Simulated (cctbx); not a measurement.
**A disordered crystal of nominal Zr3Ti2**

Cell a = 7.1470 Å, b = 7.1470 Å, c = 3.5450 Å, α = 90.00°, β = 90.00°, γ = 90.00°; space group P4/mbm (no. 127); nominal formula Zr3Ti2.

Simulated single-crystal data (cctbx): Mo Kα, λ = 0.71073 Å, to d = 0.7 Å, 80 % of the full sphere, strongest reflection 40000 counts, noise from counting, a 1.5 % proportional error and a noise floor of 2 counts (s.d.); no absorption.

With every site full:

```text
Rint 0.018, 177 unique reflections to 0.70 A
cycle     R1     wR2    GooF  max shift (A)
   1  0.1402  0.3080  25.673   0.00223
   2  0.0557  0.1346  11.219   0.00001
final R1 0.0557 wR2 0.1346 GooF 11.219  parameters 10  data/parameter 17.7
atom        x        y        z      Ueq    occ   su(xyz)  su(Uiso or U11)
Zr1    0.84231  0.65769  0.50000   0.0141  1.000  0.00017  0.0006
Zr2    0.00000  0.00000  0.00000   0.0214  1.000  0.00000  0.0009
Ti2    0.36802  0.13198  0.00000   0.0062  1.000  0.00027  0.0007
difference map: max 4.89 min -3.33 rms 0.64
Q1    0.1468  0.6468  0.0000    4    4.89  0.15 A from Ti2
Q2    0.1416  0.3584  0.5000    4    2.34  0.16 A from Zr1
Q3    0.0000  0.5000  0.0959    4    0.97  1.38 A from Ti2
Q4    0.0000  0.5000  0.5000    2    0.81  1.59 A from Zr1
Q5    0.0000  0.0000  0.5000    2    0.75  1.77 A from Zr2
Q6    0.9938  0.3936  0.5000    8    0.74  1.23 A from Zr1
```

With the occupancies of the suspect sites free, each still typed as its main element:

```text
Rint 0.018, 177 unique reflections to 0.70 A
cycle     R1     wR2    GooF  max shift (A)
   1  0.1368  0.2959  24.815   0.00176
   4  0.0070  0.0160   1.338   0.00000
final R1 0.0070 wR2 0.0160 GooF 1.338  parameters 12  data/parameter 14.8
atom        x        y        z      Ueq    occ   su(xyz)  su(Uiso or U11)
Zr1    0.84241  0.65759  0.50000   0.0159  1.000  0.00002  0.0001
Zr2    0.00000  0.00000  0.00000   0.0153  0.828  0.00000  0.0001
Ti2    0.36782  0.13218  0.00000   0.0133  1.157  0.00003  0.0001
su of occupancy Zr2: 0.002
su of occupancy Ti2: 0.002
difference map: max 0.20 min -0.27 rms 0.06
Q1    0.0333  0.1097  0.0000    8    0.20  0.82 A from Zr2
Q2    0.1054  0.3946  0.2834    8    0.18  0.93 A from Zr1
Q3    0.1165  0.2178  0.5000    8    0.16  0.94 A from Zr1
Q4    0.0880  0.2098  0.0000    8    0.16  1.63 A from Zr2
Q5    0.0116  0.3850  0.5000    8    0.15  1.09 A from Zr1
Q6    0.9974  0.3970  0.2577   16    0.15  1.32 A from Ti2
```

**Question.** What is the disorder?

X-rays count electrons. Zr2 refines to 0.828(0.002), or 33.1 electrons; the site truly holds 0.6 Zr and 0.4 Ti, 32.8 electrons, which is 0.820 of Zr; Ti2 refines to 1.157(0.002), or 25.5 electrons; the site truly holds 0.8 Ti and 0.2 Zr, 25.6 electrons, which is 1.164 of Ti. A value under 1 can't tell vacancies from a lighter guest, and one over 1 needs a heavier guest; chemistry or a second radiation must settle which. Occupancy correlates with U and the scale, and the two elements' form factors differ in shape, so the match is approximate.

Freeing them takes R1 from 0.0557 to 0.0070 and GooF from 11.22 to 1.34.

The model is made up (kin elements in a known structure type, no relaxation), so it says nothing on whether the phase exists.

[Middle refinement cycles are left out of these outputs.]

[Logs are printed without paths, hosts, clocks, repeated set-up lines and the standing remarks that a program may print on its own settings, such as how far it seeks lower states.]
